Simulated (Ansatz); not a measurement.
**The perfect Fe wire along [111], 7 atoms a period**

Aim: is the Fe wire along [111], 7 atoms a period a metal or a semiconductor?

Method: DFT PBE, plane waves, PAW; relaxation of a wire's period; PAW set soft_1, in the first sound run; inputs show where later runs differ, in Ansatz 0.2.0.

### 1. The starting structure

The cell holds 7 atoms: 7 Fe. Its edges and angles: a = 10.802 Å, b = 11.421 Å, c = 2.451 Å, α = 90.0°, β = 90.0°, γ = 90.0°. Vacuum lies along a and b. The structure's axis is c.

Structure file:

```cif
data_structure
_symmetry_space_group_name_H-M 'P 1'
_symmetry_Int_Tables_number 1
_cell_length_a 10.8020
_cell_length_b 11.4210
_cell_length_c 2.4509
_cell_angle_alpha 90.000
_cell_angle_beta 90.000
_cell_angle_gamma 90.000
_cell_volume 302.36
loop_
_atom_site_label
_atom_site_type_symbol
_atom_site_fract_x
_atom_site_fract_y
_atom_site_fract_z
_atom_site_occupancy
Fe1 Fe 0.50001 0.50002 0.00000 1
Fe2 Fe 0.31476 0.39886 0.33333 1
Fe3 Fe 0.50001 0.70234 0.33333 1
Fe4 Fe 0.68526 0.39886 0.33333 1
Fe5 Fe 0.31476 0.60118 0.66667 1
Fe6 Fe 0.50001 0.29770 0.66667 1
Fe7 Fe 0.68526 0.60118 0.66667 1
```

### 2. Relaxation of atoms and period

Band widths follow the bond lengths, so the wire is relaxed first. The atoms and the third cell vector are free; the box across stays fixed as vacuum. Moments are seeded so that a magnetic state can form if it lies lower. A Fermi-Dirac smearing is set since the result may be a metal. The pressure printed is a third of the stress's trace over the whole box, vacuum included; only the stress along the axis is relaxed.

Contents of input.yaml:

```yaml
crystal:
  lattice:
    - [10.802, 0.0, 0.0]
    - [0.0, 11.421, 0.0]
    - [0.0, 0.0, 2.4508518927]
  atoms:
    - { symbol: Fe, position: [0.500010386, 0.500016227, 0.0], spin: 2.4 }
    - { symbol: Fe, position: [0.314756527, 0.398856726, 0.333333333], spin: 2.4 }
    - { symbol: Fe, position: [0.500010386, 0.702335229, 0.333333333], spin: 2.4 }
    - { symbol: Fe, position: [0.685264246, 0.398856726, 0.333333333], spin: 2.4 }
    - { symbol: Fe, position: [0.314756527, 0.601175728, 0.666666667], spin: 2.4 }
    - { symbol: Fe, position: [0.500010386, 0.297697224, 0.666666667], spin: 2.4 }
    - { symbol: Fe, position: [0.685264246, 0.601175728, 0.666666667], spin: 2.4 }
magnetization:
  spin_polarized: true
kpoints:
  mp_grid: { grid: [1, 1, 33] }
scf:
  occupations: { method: fermi_dirac, width: 0.05 }
hamiltonian:
  xc: pbe
  pseudopotentials: { kind: paw, azcp: { folder: soft_1 } }
relax:
  cell: { fix: [a, b, alpha, beta, gamma] }
  max_steps: 45
  f_tol: 0.03
```

Launch:

```sh
$ ansatz run input.yaml --threads 4 --pin off --max-ram 16384MiB --backend cpu --events-out ev --progress --plain --runs-dir out
```

Numbers of over 12 decimals in the logs are rounded to 6 here.

What it wrote:

```text
Engine: ansatz 0.2.0, aarch64-unknown-linux-gnu
Pseudopotentials: kind: paw
Pseudopotential: Fe, paw, valence charge 16, recommended cutoff 420 eV (normal), soft_1/Fe.paw.azcp
Functional definition: PBE
  parameter kappa = 0.804
  parameter beta = 0.066725
  exchange = pbe_x(kappa = kappa, mu = beta*pi^2/3)
  correlation = pbe_c(beta = beta)
Crystal: 7 atoms, lattice volume = 302.361 Å³
Basis set: ecut = 420 eV, 5847 PW (Γ), exchange–correlation on 150×160×36 points (8 copies of the dense FFT grid, shifted against one another)
Bands: 78, of which v1, the nominal top of the filled ones, is band 56 counted from 1 (55 counted from 0)
Symmetry: 4 space group operations
Space group: P2/m (ITA 10), of the structure as read, at distance tolerance 6.7e-5 Å
Magnetic group: BNS 10.42 (UNI 49), of the structure as read, at distance tolerance 6.7e-5 Å
k-points: 17 of 33
Non-local potential: Fe, projectors of the file, l = 0: 3, l = 1: 2, l = 2: 3, l = 3: 1
PAW form: soft (Blöchl's): semilocal exchange-correlation on the pseudo side does not see the compensation charge
PAW one-centre angular grid: Fe, 590 points (default); XC on 64 Gauss nodes
Initial density: superposition of atomic densities (neutral atoms: chi_scale 0, normalization atom)
Starting moments: Σ|m| = 16.8 μB on 7 of 7 sites
Initial wavefunctions: pseudopotential atomic-orbital guess
Functional: x = pbe(κ = 0.804, μ = 0.219515), c = pbe(β = 0.066725)
SCF iter   1: F=—  HF=-31351.929974 eV  |F-HF|=—  |Δ(HF+E_count)|=         —  Δρ=3.74e-2 (↑2.42e-2 ↓3.74e-2)  dr2=1.90e1  dr2_m=1.98e0  M=18.124 μB ∫|m|=18.225 μB  β_m=0.30  ethr=3.10e-3  ⟨swp⟩=7.8  Hψ=12522  notcnv=0  defer=73
Mixer restart at iter 1: flushing history
preconditioner: auto → LDOS  [metal: Δε(μ)=0.000 eV  Ē_g=5.399 eV  σ=0.050 eV  W_gap=0.00  n_scr=50 (ndim 8)  ℏωp=16.0 eV  f_vac=0.569  D(μ)=14.28/eV (n_scr^D=126)]
spin=Collinear: LDOS preconditioning applied to the charge; magnetization (m = ρ↑ − ρ↓) channel mixes plain (no charge-response kernel on spin).
SCF iter   2: F=—  HF=-31350.433902 eV  |F-HF|=—  |Δ(HF+E_count)|=    1.50e0  Δρ=3.00e-2 (↑3.00e-2 ↓2.28e-2)  dr2=3.96e0  dr2_m=1.66e0  M=18.808 μB ∫|m|=18.973 μB  β_m=0.41  ethr=3.10e-3  ⟨swp⟩=2.9  Hψ=4729  notcnv=0  defer=249
SCF iter   3: F=—  HF=-31353.779059 eV  |F-HF|=—  |Δ(HF+E_count)|=    3.35e0  Δρ=1.66e-2 (↑1.25e-2 ↓1.66e-2)  dr2=3.19e-1  dr2_m=5.51e-1  M=19.389 μB ∫|m|=19.661 μB  β_m=0.50  ethr=3.10e-3  ⟨swp⟩=2.9  Hψ=4607  notcnv=0  defer=253
SCF iter   4: F=—  HF=-31354.996933 eV  |F-HF|=—  |Δ(HF+E_count)|=    1.22e0  Δρ=1.11e-2 (↑1.11e-2 ↓6.15e-3)  dr2=9.29e-2  dr2_m=1.98e-1  M=19.955 μB ∫|m|=20.371 μB  β_m=0.72  ethr=2.85e-4  ⟨swp⟩=2.9  Hψ=4292  notcnv=0  defer=253
SCF iter   5: F=—  HF=-31355.298637 eV  |F-HF|=—  |Δ(HF+E_count)|=         —  Δρ=3.55e-3 (↑2.81e-3 ↓3.55e-3)  dr2=8.27e-2  dr2_m=4.61e-3  M=20.380 μB ∫|m|=20.941 μB  β_m=0.72  ethr=8.30e-5  ⟨swp⟩=3.4  Hψ=6357  notcnv=0  defer=258
SCF iter   6: F=—  HF=-31355.311029 eV  |F-HF|=—  |Δ(HF+E_count)|=   1.24e-2  Δρ=2.04e-3 (↑2.04e-3 ↓1.87e-3)  dr2=2.93e-2  dr2_m=3.82e-4  M=20.389 μB ∫|m|=20.972 μB  β_m=0.60  ethr=7.39e-5  ⟨swp⟩=2.4  Hψ=5306  notcnv=0  defer=255
SCF iter   7: F=—  HF=-31355.304608 eV  |F-HF|=—  |Δ(HF+E_count)|=   6.42e-3  Δρ=5.17e-4 (↑5.17e-4 ↓4.97e-4)  dr2=1.23e-3  dr2_m=2.32e-4  M=20.418 μB ∫|m|=20.999 μB  β_m=0.80  ethr=2.62e-5  ⟨swp⟩=2.0  Hψ=4002  notcnv=0  defer=255
SCF iter   8: F=—  HF=-31355.306790 eV  |F-HF|=—  |Δ(HF+E_count)|=   2.18e-3  Δρ=2.12e-4 (↑2.12e-4 ↓1.54e-4)  dr2=2.21e-4  dr2_m=2.87e-5  M=20.447 μB ∫|m|=21.033 μB  β_m=0.82  ethr=1.10e-6  ⟨swp⟩=2.2  Hψ=4017  notcnv=0  defer=255
SCF iter   9: F=—  HF=-31355.306916 eV  |F-HF|=—  |Δ(HF+E_count)|=   1.25e-4  Δρ=5.47e-5 (↑4.89e-5 ↓5.47e-5)  dr2=8.66e-6  dr2_m=4.73e-6  M=20.453 μB ∫|m|=21.038 μB  β_m=0.81  ethr=1.97e-7  ⟨swp⟩=2.0  Hψ=4223  notcnv=0  defer=255
SCF iter  10: F=—  HF=-31355.306926 eV  |F-HF|=—  |Δ(HF+E_count)|=   1.08e-5  Δρ=1.78e-5 (↑9.42e-6 ↓1.78e-5)  dr2=1.35e-6  dr2_m=2.11e-7  M=20.456 μB ∫|m|=21.041 μB  β_m=0.86  ethr=7.74e-9  ⟨swp⟩=2.8  Hψ=4881  notcnv=0  defer=255
SCF iter  11: F=—  HF=-31355.306927 eV  |F-HF|=—  |Δ(HF+E_count)|=   7.69e-7  Δρ=1.19e-5 (↑1.10e-5 ↓1.19e-5)  dr2=8.18e-7  dr2_m=1.16e-7  M=20.456 μB ∫|m|=21.041 μB  β_m=0.76  ethr=1.21e-9  ⟨swp⟩=2.7  Hψ=5142  notcnv=0  defer=255
SCF iter  12: F=—  HF=-31355.306927 eV  |F-HF|=—  |Δ(HF+E_count)|=   4.63e-8  Δρ=4.05e-6 (↑3.96e-6 ↓4.05e-6)  dr2=5.71e-8  dr2_m=2.49e-8  M=20.456 μB ∫|m|=21.041 μB  β_m=0.77  ethr=7.30e-10  ⟨swp⟩=2.4  Hψ=4133  notcnv=0  defer=255
SCF iter  13: F=-31355.306927 eV  HF=-31355.306927 eV  |F-HF|=8.48e-8  |Δ(HF+E_count)|=   3.31e-8  Δρ=3.67e-6 (↑1.72e-6 ↓3.67e-6)  dr2=8.91e-8  dr2_m=4.17e-9  M=20.456 μB ∫|m|=21.041 μB  ethr=5.10e-11  ⟨swp⟩=2.3  Hψ=8987  notcnv=0
SCF 1 converged in 13 iterations: F = -31355.306927 eV  dr2 = 8.91e-8
  greatest PAW one-centre occupation: 1.001 electrons in one spin orbital (limit 2), on the Fe atom at site 6 (counted from 0), in its partial waves of l = 1
relax step   1: F+E_penalty+E_count = -31355.30692716 eV  Δ(F+E_penalty+E_count) = +0.000e0 eV  max|allowed force component| = 3.970e-1 eV/Å  Δτ_max = 0.0000 Å  P = -1.250 GPa  Ω = 302.361 Å³  fix = [a, b, alpha, beta, gamma]  reactions: a -1.464, b -1.529 GPa; alpha +0.012 GPa/rad  (13 SCF iters, dr2 threshold 1.00e-7 eV, accepted)
Crystal: 7 atoms, lattice volume = 301.826 Å³
Basis set: ecut = 420 eV, 5843 PW (Γ), exchange–correlation on 150×160×36 points (8 copies of the dense FFT grid, shifted against one another)
Initial density: handed on by an earlier stage of this run
Starting moments: Σ|m| = 16.8 μB on 7 of 7 sites; this step starts from the density that it was given
Initial wavefunctions: those handed on with the density
iter 1 solved again at ethr=4.73e-5 eV; its pass at ethr=3.10e-3 eV (dr2=5.30e-2 eV) is discarded
SCF iter   1: F=—  HF=-31355.356073 eV  |F-HF|=—  |Δ(HF+E_count)|=         —  Δρ=4.05e-3 (↑3.14e-3 ↓4.05e-3)  dr2=5.54e-2  dr2_m=2.91e-2  M=20.361 μB ∫|m|=20.915 μB  β_m=0.30  ethr=4.73e-5  ⟨swp⟩=2.9  Hψ=11497  notcnv=0
preconditioner: auto → LDOS  [metal: Δε(μ)=0.009 eV  Ē_g=5.306 eV  σ=0.050 eV  W_gap=0.04  n_scr=50 (ndim 8)  ℏωp=16.0 eV  f_vac=0.600  D(μ)=8.32/eV (n_scr^D=46)]
spin=Collinear: LDOS preconditioning applied to the charge; magnetization (m = ρ↑ − ρ↓) channel mixes plain (no charge-response kernel on spin).
[...]
SCF iter   6: F=—  HF=-31355.387792 eV  |F-HF|=—  |Δ(HF+E_count)|=   2.01e-5  Δρ=5.25e-5 (↑5.25e-5 ↓3.99e-5)  dr2=1.59e-5  dr2_m=9.88e-7  M=20.264 μB ∫|m|=20.785 μB  β_m=0.65  ethr=6.89e-9  ⟨swp⟩=2.7  Hψ=4940  notcnv=0
SCF iter   7: F=—  HF=-31355.387789 eV  |F-HF|=—  |Δ(HF+E_count)|=   3.13e-6  Δρ=9.30e-6 (↑7.16e-6 ↓9.30e-6)  dr2=3.71e-7  dr2_m=1.22e-7  M=20.264 μB ∫|m|=20.785 μB  β_m=0.78  ethr=6.89e-9  ⟨swp⟩=2.4  Hψ=4411  notcnv=0
SCF iter   8: F=-31355.387789 eV  HF=-31355.387790 eV  |F-HF|=4.19e-7  |Δ(HF+E_count)|=   3.86e-7  Δρ=7.92e-6 (↑4.23e-6 ↓7.92e-6)  dr2=4.56e-7  dr2_m=2.13e-8  M=20.264 μB ∫|m|=20.785 μB  ethr=3.31e-10  ⟨swp⟩=2.0  Hψ=9246  notcnv=0
SCF 3 converged in 8 iterations: F = -31355.387789 eV  dr2 = 4.56e-7
relax step   3: F+E_penalty+E_count = -31355.38778933 eV  Δ(F+E_penalty+E_count) = -1.360e-2 eV  max|allowed force component| = 3.524e-2 eV/Å  Δτ_max = 0.0323 Å  P = +0.040 GPa  Ω = 301.699 Å³  energy of the carried Pulay correction = +2.342e-4 eV  fix = [a, b, alpha, beta, gamma]  reactions: a +0.041, b +0.065 GPa; alpha +0.005 GPa/rad  (8 SCF iters, dr2 threshold 7.00e-7 eV, accepted)
[...]
relax step   4: F+E_penalty+E_count = -31355.38825537 eV  Δ(F+E_penalty+E_count) = -4.660e-4 eV  max|allowed force component| = 6.789e-3 eV/Å  Δτ_max = 0.0065 Å  P = -0.063 GPa  Ω = 301.543 Å³  energy of the carried Pulay correction = +2.896e-4 eV  fix = [a, b, alpha, beta, gamma]  reactions: a -0.092, b -0.080 GPa; alpha -0.006 GPa/rad  (8 SCF iters, dr2 threshold 7.76e-8 eV, accepted)
Initial wavefunctions: pseudopotential atomic-orbital guess (no wavefunctions were taken with the density)
iter 1 solved again at ethr=2.05e-6 eV; its pass at ethr=3.10e-3 eV (dr2=2.30e-3 eV) is discarded
SCF iter   1: F=—  HF=-31355.387963 eV  |F-HF|=—  |Δ(HF+E_count)|=         —  Δρ=6.67e-6 (↑4.16e-6 ↓6.67e-6)  dr2=2.50e-7  dr2_m=1.26e-8  M=20.281 μB ∫|m|=20.805 μB  β_m=0.65  ethr=2.05e-6  ⟨swp⟩=3.5  Hψ=18041  notcnv=0
eigensolver tolerance schedule: the retry pair's looser diagonalisation over-reported the residual by 9193.96 of it (diagonalisation noise at an unbounded share of the residual, at the tolerance the schedule requests for it); recorded, not acted on — ethr = c·dr2/N_el stays at c = 1.0e-1
preconditioner: auto → LDOS  [metal: Δε(μ)=0.044 eV  Ē_g=5.320 eV  σ=0.050 eV  W_gap=0.21  n_scr=20 (ndim 8)  ℏωp=16.0 eV  f_vac=0.601  D(μ)=8.05/eV (n_scr^D=44)]
spin=Collinear: LDOS preconditioning applied to the charge; magnetization (m = ρ↑ − ρ↓) channel mixes plain (no charge-response kernel on spin).
SCF iter   2: F=—  HF=-31355.387921 eV  |F-HF|=—  |Δ(HF+E_count)|=   4.24e-5  Δρ=2.90e-6 (↑2.90e-6 ↓2.13e-6)  dr2=1.07e-7  dr2_m=1.91e-9  M=20.281 μB ∫|m|=20.805 μB  β_m=0.61  ethr=2.23e-10  ⟨swp⟩=4.0  Hψ=7064  notcnv=0
SCF iter   3: F=—  HF=-31355.387921 eV  |F-HF|=—  |Δ(HF+E_count)|=   1.31e-8  Δρ=1.13e-6 (↑1.13e-6 ↓1.04e-6)  dr2=6.80e-9  dr2_m=2.18e-9  M=20.281 μB ∫|m|=20.805 μB  β_m=0.70  ethr=9.56e-11  ⟨swp⟩=1.6  Hψ=2730  notcnv=0
SCF iter   4: F=—  HF=-31355.387921 eV  |F-HF|=—  |Δ(HF+E_count)|=   3.41e-9  Δρ=1.03e-6 (↑1.03e-6 ↓3.62e-7)  dr2=5.91e-9  dr2_m=7.64e-10  M=20.280 μB ∫|m|=20.805 μB  β_m=0.67  ethr=6.07e-12  ⟨swp⟩=2.9  Hψ=4561  notcnv=0
SCF iter   5: F=—  HF=-31355.387921 eV  |F-HF|=—  |Δ(HF+E_count)|=  1.82e-11  Δρ=2.49e-7 (↑2.49e-7 ↓1.66e-7)  dr2=6.18e-10  dr2_m=4.71e-11  M=20.280 μB ∫|m|=20.805 μB  β_m=0.60  ethr=5.28e-12  ⟨swp⟩=2.0  Hψ=3555  notcnv=0
SCF iter   6: F=—  HF=-31355.387921 eV  |F-HF|=—  |Δ(HF+E_count)|=  1.20e-10  Δρ=1.25e-7 (↑1.25e-7 ↓7.90e-8)  dr2=7.41e-11  dr2_m=8.92e-12  M=20.280 μB ∫|m|=20.805 μB  β_m=0.56  ethr=1.00e-12  ⟨swp⟩=2.1  Hψ=3806  notcnv=0
SCF iter   7: F=—  HF=-31355.387921 eV  |F-HF|=—  |Δ(HF+E_count)|=  7.28e-12  Δρ=6.07e-8 (↑6.07e-8 ↓4.62e-8)  dr2=8.52e-12  dr2_m=5.03e-12  M=20.280 μB ∫|m|=20.805 μB  β_m=0.62  ethr=1.00e-12  ⟨swp⟩=1.1  Hψ=2677  notcnv=0
SCF iter   8: F=-31355.387921 eV  HF=-31355.387921 eV  |F-HF|=6.91e-11  |Δ(HF+E_count)|=  4.00e-11  Δρ=7.85e-8 (↑4.18e-8 ↓7.85e-8)  dr2=3.46e-11  dr2_m=5.44e-12  M=20.280 μB ∫|m|=20.805 μB  ethr=1.00e-12  ⟨swp⟩=3.1  Hψ=8253  notcnv=0
SCF 5 converged in 8 iterations: F = -31355.387921 eV  dr2 = 3.46e-11
relax step   5: F+E_penalty+E_count = -31355.38792103 eV  Δ(F+E_penalty+E_count) = +3.343e-4 eV  max|allowed force component| = 6.742e-3 eV/Å  Δτ_max = 0.0000 Å  P = -0.060 GPa  Ω = 301.543 Å³  fix = [a, b, alpha, beta, gamma]  reactions: a -0.089, b -0.079 GPa; alpha -0.006 GPa/rad  stress off target by 1.34e-2 GPa on what of the cell is left free  SCF on the basis re-selected at this cell (its energy is not comparable with the rows above)  (8 SCF iters)
basis re-selected at this cell: Δ(F+E_penalty+E_count) = +3.343e-4 eV, ΔP = +0.002 GPa vs the last step (what re-selecting the basis moved, of the pressure what is left beyond the Pulay correction that the steps carried, after the strain that the cell walked since its last selection, with what the two solves' SCF thresholds leave and, on support functions, any second-order correction that the steps lacked; it is no m [...]
SCF converged after 8 iterations
Magnetization: 20.2805 μB (66.1402 up, 45.8598 down)
Absolute magnetization: 20.8058 μB (∫|ρ↑−ρ↓|, with the PAW one-centre terms)
Spin contamination: 0.2619 ħ² per cell (⟨S²⟩ above its minimum at these occupations)
Per-site moments (μB) at R_I (Å): [(2.517937, 0.986039), (2.773573, 0.988542), (2.770999, 0.986039), (2.773573, 0.988542), (2.773573, 0.988542), (2.770999, 0.986039), (2.773573, 0.988542)]
Free energy (F): -31355.387921 eV
Harris-Foulkes:  -31355.387921 eV  (|F-HF|=6.91e-11)
Internal energy: -31355.323468 eV  (E = F + TS)
E sigma→0 (E₀):  -31355.355694 eV
Entropy (-TS):   -0.064453 eV (-9.208 meV/atom)
Fermi energy:    2.076791 eV
--- Per-component energies (eV) ---
  E_band       = -3329.856637
  E_kinetic    = 2303.184443
  E_local      = -67357.847640  (includes V_loc(G=0)·N_el)
  E_nonlocal   = 2056.611261
  E_hartree    = 31478.494669
  E_xc         = -761.216293
  E_vxc        = -976.603864  (∫ρ·V_xc dr)
  E_paw        = -9694.705864  (= ΣΔE_a)
  E_vpaw       = -2312.184062  (= ΣTr[D̂ρ^β])
  E_aug_tail   = -0.006965  (compensation charges beyond the density's cutoff)
  E_ewald      = 10620.162923
  E_smearing   = -0.064453  (= −TS)
  E_closure    = 0.000000  (closes the sum)
  Σ components = -31355.387921   (vs F -31355.387921, Δ=0.00e0)
--- Forces (eV/Å), atoms counted from 1 ---
  atom   1  Fe     0.00000000     0.00000000     0.00000000
  atom   2  Fe     0.00140637     0.00304259     0.00080646
  atom   3  Fe     0.00000000    -0.00674213     0.00168883
  atom   4  Fe    -0.00140637     0.00304259     0.00080646
  atom   5  Fe     0.00140637    -0.00304259    -0.00080646
  atom   6  Fe    -0.00000000     0.00674213    -0.00168883
  atom   7  Fe    -0.00140637    -0.00304259    -0.00080646
  max |Σ_I F_I| component: 4.34e-19 eV/Å
--- Stress (GPa, compression-positive) ---
       -0.088579       0.000000      -0.000000
        0.000000      -0.078775       0.005959
       -0.000000       0.005959      -0.013436
  P = ⅓ Tr σ = -0.0603 GPa (-0.603 kbar)
--- Relaxed structure (4 steps of the walk, 4 accepted, 1 SCFs on fresh bases) ---
  F+E_penalty+E_count = -31355.38792103 eV   max|allowed force component| = 6.742e-3 eV/Å   (the final SCF, on the basis selected at the relaxed cell)
  cell:  # Å, volume = 301.5428 Å³
    - [10.802, 0, 0]
    - [0, 11.421, 0]
    - [0, 0, 2.444222]
  atoms:
    - { symbol: Fe, position: [0.500010, 0.500016, -3.918202301955344e-19] }
    - { symbol: Fe, position: [0.317822, 0.400847, 0.313511] }
    - { symbol: Fe, position: [0.500010, 0.698424, 0.311365] }
    - { symbol: Fe, position: [0.682199, 0.400847, 0.313511] }
    - { symbol: Fe, position: [0.317822, 0.599186, 0.686489] }
    - { symbol: Fe, position: [0.500010, 0.301609, 0.688635] }
    - { symbol: Fe, position: [0.682199, 0.599186, 0.686489] }
```

It took 71 s on 4 threads of Arm Neoverse V2, shared host; peak memory 1.1 GiB; 4.5 min of CPU time.

(Part 1 of 2 ends here.)

[Logs are printed without paths, hosts, clocks, repeated set-up lines and the standing remarks that a program may print on its own settings, such as how far it seeks lower states.]

[Hosts, paths, dates, database ids (printed as entryN), source tags and the programs' standing remarks are cut or masked in the printed files.]
